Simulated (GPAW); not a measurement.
# Dielectric function and optical constants of MoS2

Aim: the dielectric function of MoS2, and the optical constants that follow from it. The cell comes from an older database entry, whose edges can differ from later determinations, mostly by under a per cent.

Method: DFT, PBE, plane-wave PAW (GPAW data sets), scalar-relativistic, RPA, optical limit, in GPAW 26.7.0.

This is a report of a sequence of runs, with most program output left out.

The database entry behind the starting cell differs from later determinations by our own check (about 0.3 % long), so it need not match the best structure at ambient conditions.

### 1. Starting point

It takes space group P6_3/mmc (No. 194, hexagonal). The conventional cell has a = 3.169 Å, b = 3.169 Å, c = 12.324 Å, α = 90.00°, β = 90.00°, γ = 120.00°. Nearest to Mo lie 6 S at 2.41 Å. Nearest to S lie 3 Mo at 2.41 Å. Farther neighbours and most contacts between anions are not listed.

### 2. Ground state

The self-consistent density comes first; it also tells whether there is a gap, which decides the occupations and the need for a Drude term.

This step: DFT, PBE, plane-wave PAW (GPAW data sets), scalar-relativistic, ground state (GPAW 26.7.0).

The input, gs.py:

```python
from ase import Atoms
from ase.dft.bandgap import bandgap
from gpaw import GPAW, PW, FermiDirac

atoms = Atoms(['Mo', 'Mo', 'S', 'S', 'S', 'S'],
              cell=[[3.169000000004, 0.000000000000, 0.000000000000],
                    [-1.584500000002, 2.744434504596, 0.000000000000],
                    [0.000000000000, 0.000000000000, 12.324000000000]],
              scaled_positions=[[0.666666666667, 0.333333333333, 0.750000000000],
                                [0.333333333333, 0.666666666667, 0.250000000000],
                                [0.666666666667, 0.333333333333, 0.377000000000],
                                [0.333333333333, 0.666666666667, 0.877000000000],
                                [0.666666666667, 0.333333333333, 0.123000000000],
                                [0.333333333333, 0.666666666667, 0.623000000000]],
              pbc=[True, True, True])
atoms.calc = GPAW(mode=PW(450), xc='PBE', kpts={'size': (9, 9, 2), 'gamma': True},
                  occupations=FermiDirac(0.05), maxiter=150, txt='gs.txt')
print('energy (eV)', atoms.get_potential_energy())
print('Fermi level (eV)', atoms.calc.get_fermi_level())
print('valence electrons', atoms.calc.get_number_of_electrons())
print('gap (eV)', bandgap(atoms.calc, output=None)[0])
print('direct gap (eV)', bandgap(atoms.calc, direct=True, output=None)[0])
atoms.calc.write('gs.gpw')
```

The run is started by

```bash
OMP_NUM_THREADS=1 python gs.py
```

Wall time 31 s (1 thread of Arm Neoverse V2, shared host); peak memory 0.19 GiB.

This step gave:

```
energy                 : -44.11 eV
Fermi energy           : 8.580 eV
gap on the k-mesh      : 0.9550 eV
direct gap on the mesh : 1.637 eV
electrons              : 52
```

There is a gap, 0.96 eV on this mesh (points off the mesh can give less), so no carriers' term is needed.

### 3. Bands for the response

At the fixed density, many empty bands are solved on the mesh of the response, since the spectrum sums over them.

This step: DFT, PBE, plane-wave PAW (GPAW data sets), scalar-relativistic, bands at fixed density (GPAW 26.7.0).

The input, nscf.py:

```python
from ase.dft.bandgap import bandgap
from gpaw import GPAW, FermiDirac

calc = GPAW('gs.gpw').fixed_density(kpts={'size': (12, 12, 6), 'gamma': True}, nbands=68, convergence={'bands': 62},
                                    occupations=FermiDirac(0.001), txt='nscf.txt')
print('gap (eV)', bandgap(calc, output=None)[0])
print('direct gap (eV)', bandgap(calc, direct=True, output=None)[0])
print('top band over the Fermi level (eV)', min(calc.get_eigenvalues(kpt=k)[61] for k in range(len(calc.get_ibz_k_points()))) - calc.get_fermi_level())
calc.write('full.gpw', mode='all')
```

The run is started by

```bash
OMP_NUM_THREADS=1 python nscf.py
```

Wall time 5.9 min (1 thread); peak memory 0.48 GiB.

Numbers from this step:

| Property | Result |
| --- | --- |
| gap on the k-mesh | 0.8810 eV |

### 4. Dielectric function, RPA

Transitions between filled and empty bands, summed over the zone, give the optical response, so mesh, band count and broadening shape it.

The induced potential is part of this response.

This step: DFT, PBE, plane-wave PAW (GPAW data sets), scalar-relativistic, RPA, optical limit (GPAW 26.7.0).

The input, df.py:

```python
from gpaw.response.df import DielectricFunction

df = DielectricFunction('full.gpw', frequencies={'type': 'nonlinear', 'domega0': 0.03, 'omega2': 8},
                        ecut=50,
                        eta=0.15,
                        nbands=62,
                        txt='df.txt')
for direction in ['x', 'z']:
    df.get_dielectric_function(xc='RPA', direction=direction, filename=f'df_{direction}.csv')
```

The run is started by

```bash
OMP_NUM_THREADS=1 python df.py
```

It took 47 s on 1 thread; peak memory 0.42 GiB.

Read-outs, printed or worked out from the files:

```
electronic dielectric constant ε∞, mean over x, y and z (by symmetry where fewer were run) : 11.09
main peak of Im epsilon, first axis                                                        : 2.939 eV
```

The Im ε has structure finer than the step of the table below, so its rows give means over 0.5 eV, whole bins alone (the curve runs from 0 to 15.8 eV). Peaks (eV: height): E ∥ x 2.94: 21.8; E ∥ z 2.55: 4.52, 7.61: 4.13, 9.62: 7.00, 14.49: 2.70.

Values under the direct gap are tails of Lorentzian lines. The Im ε by photon energy; means over each step:

| photon energy (eV) | E ∥ x | E ∥ z |
| --- | --- | --- |
| 0.5 | 0.197 | 0.0381 |
| 1.0 | 0.526 | 0.0921 |
| 1.5 | 1.94 | 0.208 |
| 2.0 | 6.16 | 0.767 |
| 2.5 | 15.1 | 3.81 |
| 3.0 | 20.6 | 3.78 |
| 3.5 | 14.5 | 2.98 |
| 4.0 | 14.1 | 2.93 |
| 4.5 | 12.3 | 2.51 |
| 5.0 | 9.97 | 2.31 |
| 5.5 | 8.84 | 2.43 |
| 6.0 | 6.64 | 2.66 |
| 6.5 | 5.52 | 2.54 |
| 7.0 | 4.56 | 3.05 |
| 7.5 | 3.71 | 3.80 |
| 8.0 | 2.65 | 3.46 |
| 8.5 | 2.03 | 3.04 |
| 9.0 | 2.50 | 4.07 |
| 9.5 | 3.11 | 6.56 |
| 10.0 | 3.77 | 6.77 |
| 10.5 | 3.98 | 6.29 |
| 11.0 | 3.83 | 5.44 |
| 11.5 | 3.37 | 5.50 |
| 12.0 | 2.78 | 4.61 |
| 12.5 | 2.38 | 3.62 |
| 13.0 | 2.32 | 2.84 |
| 13.5 | 1.86 | 2.12 |
| 14.0 | 1.80 | 1.96 |
| 14.5 | 1.70 | 2.51 |
| 15.0 | 1.50 | 2.24 |
| 15.5 | 1.29 | 2.42 |

Re ε against photon energy:

| photon energy (eV) | E ∥ x | E ∥ z |
| --- | --- | --- |
| 0.0 | 13.7 | 5.85 |
| 0.5 | 14.0 | 5.91 |
| 1.0 | 15.1 | 6.12 |
| 1.5 | 17.7 | 6.56 |
| 2.0 | 21.1 | 7.63 |
| 2.5 | 20.1 | 7.51 |
| 3.0 | 8.62 | 4.79 |
| 3.5 | 3.60 | 4.18 |
| 4.0 | 3.45 | 4.19 |
| 4.5 | -0.431 | 3.95 |
| 5.0 | -1.44 | 4.18 |
| 5.5 | -2.18 | 4.22 |
| 6.0 | -2.34 | 4.37 |
| 6.5 | -2.02 | 4.28 |
| 7.0 | -1.73 | 4.73 |
| 7.5 | -1.52 | 4.52 |
| 8.0 | -1.52 | 3.37 |
| 8.5 | -0.0771 | 4.05 |
| 9.0 | 0.843 | 5.48 |
| 9.5 | 1.06 | 4.43 |
| 10.0 | 0.575 | 2.44 |
| 10.5 | 0.241 | 0.676 |
| 11.0 | -0.308 | 0.437 |
| 11.5 | -1.37 | -0.179 |
| 12.0 | -0.839 | -1.31 |
| 12.5 | -0.946 | -1.34 |
| 13.0 | -0.875 | -1.29 |
| 13.5 | -0.923 | -0.845 |
| 14.0 | -0.684 | -0.170 |
| 14.5 | -0.817 | -0.269 |
| 15.0 | -0.724 | -0.257 |
| 15.5 | -0.774 | -0.219 |

Values under the direct gap are tails of Lorentzian lines. Table of Im ε, E ∥ x by photon energy; read off at these points:

| photon energy (eV) | without local fields | with local fields |
| --- | --- | --- |
| 0.00 | 0 | 0 |
| 0.50 | 0.216 | 0.192 |
| 1.00 | 0.575 | 0.504 |
| 1.50 | 2.02 | 1.70 |
| 2.00 | 7.17 | 5.62 |
| 2.50 | 18.5 | 15.1 |
| 2.78 | 21.5 | 20.7 |
| 2.94 | 20.8 | 21.8 |
| 3.00 | 20.1 | 21.5 |
| 3.50 | 13.0 | 14.0 |
| 4.00 | 14.5 | 14.5 |
| 4.07 | 14.8 | 14.7 |
| 4.50 | 12.9 | 12.3 |
| 5.00 | 10.4 | 9.65 |
| 5.50 | 9.95 | 9.00 |
| 6.00 | 7.25 | 6.55 |
| 6.50 | 5.68 | 5.61 |
| 7.00 | 4.69 | 4.59 |
| 7.50 | 3.79 | 3.70 |
| 8.00 | 2.59 | 2.58 |
| 8.50 | 1.97 | 1.95 |
| 9.00 | 2.58 | 2.39 |
| 9.50 | 3.44 | 2.94 |
| 10.00 | 4.66 | 3.79 |
| 10.50 | 5.22 | 4.03 |
| 10.59 | 5.24 | 4.09 |
| 11.00 | 4.94 | 3.73 |
| 11.50 | 4.02 | 3.35 |
| 12.00 | 3.49 | 2.80 |
| 12.50 | 2.89 | 2.32 |
| 13.00 | 2.97 | 2.39 |
| 13.50 | 2.31 | 1.79 |
| 14.00 | 2.37 | 1.78 |
| 14.50 | 2.01 | 1.70 |
| 15.00 | 1.80 | 1.51 |
| 15.50 | 1.47 | 1.31 |

The reflectivity at normal incidence has structure finer than the step of the table below, so its rows give means over 0.5 eV, whole bins alone (the curve runs from 0 to 15.8 eV). Peaks (eV: height): E ∥ x 3.02: 50.4, 11.48: 37.1, 13.34: 36.0; E ∥ z 2.43: 26.7, 7.61: 21.0, 13.17: 37.5, 14.59: 26.8.

Reflectivity at normal incidence against photon energy; means over each step:

| photon energy (eV) | E ∥ x (%) | E ∥ z (%) |
| --- | --- | --- |
| 0.5 | 33.5 | 17.4 |
| 1.0 | 34.9 | 18.0 |
| 1.5 | 38.0 | 19.3 |
| 2.0 | 42.0 | 22.2 |
| 2.5 | 46.7 | 25.3 |
| 3.0 | 49.9 | 20.9 |
| 3.5 | 44.7 | 17.7 |
| 4.0 | 44.7 | 17.4 |
| 4.5 | 46.1 | 15.6 |
| 5.0 | 44.7 | 15.5 |
| 5.5 | 45.9 | 15.9 |
| 6.0 | 44.9 | 16.7 |
| 6.5 | 42.7 | 16.4 |
| 7.0 | 41.2 | 18.5 |
| 7.5 | 39.6 | 20.2 |
| 8.0 | 38.4 | 18.2 |
| 8.5 | 22.1 | 17.5 |
| 9.0 | 16.3 | 22.2 |
| 9.5 | 18.6 | 28.7 |
| 10.0 | 23.4 | 30.4 |
| 10.5 | 26.7 | 32.1 |
| 11.0 | 29.4 | 30.4 |
| 11.5 | 35.3 | 33.3 |
| 12.0 | 32.6 | 37.0 |
| 12.5 | 33.0 | 36.8 |
| 13.0 | 32.5 | 36.8 |
| 13.5 | 33.9 | 32.0 |
| 14.0 | 30.2 | 22.4 |
| 14.5 | 32.4 | 24.0 |
| 15.0 | 32.7 | 24.1 |
| 15.5 | 35.0 | 24.8 |

Refractive index n and extinction k against photon energy:

| photon energy (eV) | n, E ∥ x | k, E ∥ x | n, E ∥ z | k, E ∥ z |
| --- | --- | --- | --- | --- |
| 0 | 3.70 | 0 | 2.42 | 0 |
| 1 | 3.88 | 0.0648 | 2.47 | 0.0182 |
| 2 | 4.64 | 0.606 | 2.76 | 0.115 |
| 3 | 3.99 | 2.70 | 2.33 | 0.794 |
| 4 | 3.03 | 2.39 | 2.17 | 0.731 |
| 5 | 2.04 | 2.37 | 2.11 | 0.534 |
| 6 | 1.52 | 2.15 | 2.18 | 0.633 |
| 7 | 1.26 | 1.82 | 2.27 | 0.663 |
| 8 | 0.858 | 1.50 | 2.02 | 0.838 |
| 9 | 1.30 | 0.921 | 2.48 | 0.806 |
| 10 | 1.48 | 1.28 | 2.21 | 1.56 |
| 11 | 1.31 | 1.42 | 1.71 | 1.58 |
| 12 | 1.02 | 1.37 | 1.31 | 1.74 |
| 13 | 0.913 | 1.31 | 0.970 | 1.50 |
| 14 | 0.783 | 1.14 | 0.927 | 1.01 |
| 15 | 0.690 | 1.10 | 0.994 | 1.12 |

From ε follow the optical constants at some laser and lamp lines:

| wavelength (nm) | n x | k x | R (%) x | 1/α x | n z | k z | R (%) z | 1/α z |
| --- | --- | --- | --- | --- | --- | --- | --- | --- |
| 1064 | 3.96 | 0.087 | 35.7 | 970 nm | 2.50 | 0.023 | 18.3 | 3.6 µm |
| 800 | 4.26 | 0.242 | 38.5 | 263 nm | 2.57 | 0.042 | 19.4 | 1.5 µm |
| 532 | 4.77 | 1.201 | 45.1 | 35 nm | 3.01 | 0.445 | 26.1 | 95 nm |
| 405 | 3.80 | 2.751 | 50.4 | 12 nm | 2.31 | 0.757 | 19.9 | 43 nm |
| 365 | 3.03 | 2.446 | 45.5 | 12 nm | 2.21 | 0.735 | 18.4 | 40 nm |
| 308 | 3.01 | 2.427 | 45.2 | 10 nm | 2.15 | 0.729 | 17.7 | 34 nm |
| 193 | 1.43 | 2.000 | 42.3 | 7.7 nm | 2.13 | 0.587 | 16.0 | 26 nm |

Below the direct gap, k and the depth come from the tails of the Lorentzian lines, not from transitions.

Rows near the edge hang on the gap, which this functional as a rule makes too small, and phonon-assisted absorption is left out.

### 5. Outcome

```json
{
 "electronic dielectric constant ε∞, mean over x, y and z (by symmetry where fewer were run) (RPA)": "11.1",
 "main peak of Im epsilon, first axis": "2.94 eV"
}
```

What this shows: At this level (PBE, RPA) MoS2 has a mean ε∞ = 11.1 and n = 3.81 at 1550 nm (E ∥ x), and Im ε peaks at 2.9 eV (E ∥ x). On the mesh the gap is 0.88 eV and the least direct gap 1.64 eV, so on this mesh the band edges lie at different points. Local fields change the static value along x from 14.59 to 13.70 (-6 %). Distinct maxima of Im ε, read by a parabola through the highest points, lie at 2.94 eV (22), 4.07 eV (15) and 10.59 eV (4.1) for E ∥ x. The static values by axis are 13.70 (x), 5.85 (z). Excitons and phonon-assisted transitions are missing; PBE gaps are as a rule too small, which pulls the onset down and ε∞ up. The sum runs over mesh points, so small or evenly spaced maxima can still be ripples of the mesh. The curves end at 16 eV, about where the summed bands run out. In this version of GPAW the matrix elements of the optical limit are incomplete, which can lower ε − 1 by up to a tenth where first-row anions or d states rule, and shift it by more in d metals.

[Machine, clock and banner lines and Python warnings are left out of the logs.]

[Logs are printed without paths, hosts, clocks, repeated set-up lines and the standing remarks that a program may print on its own settings, such as how far it seeks lower states.]

[Hosts, paths, dates, database ids (printed as entryN), source tags and the programs' standing remarks are cut or masked in the printed files.]
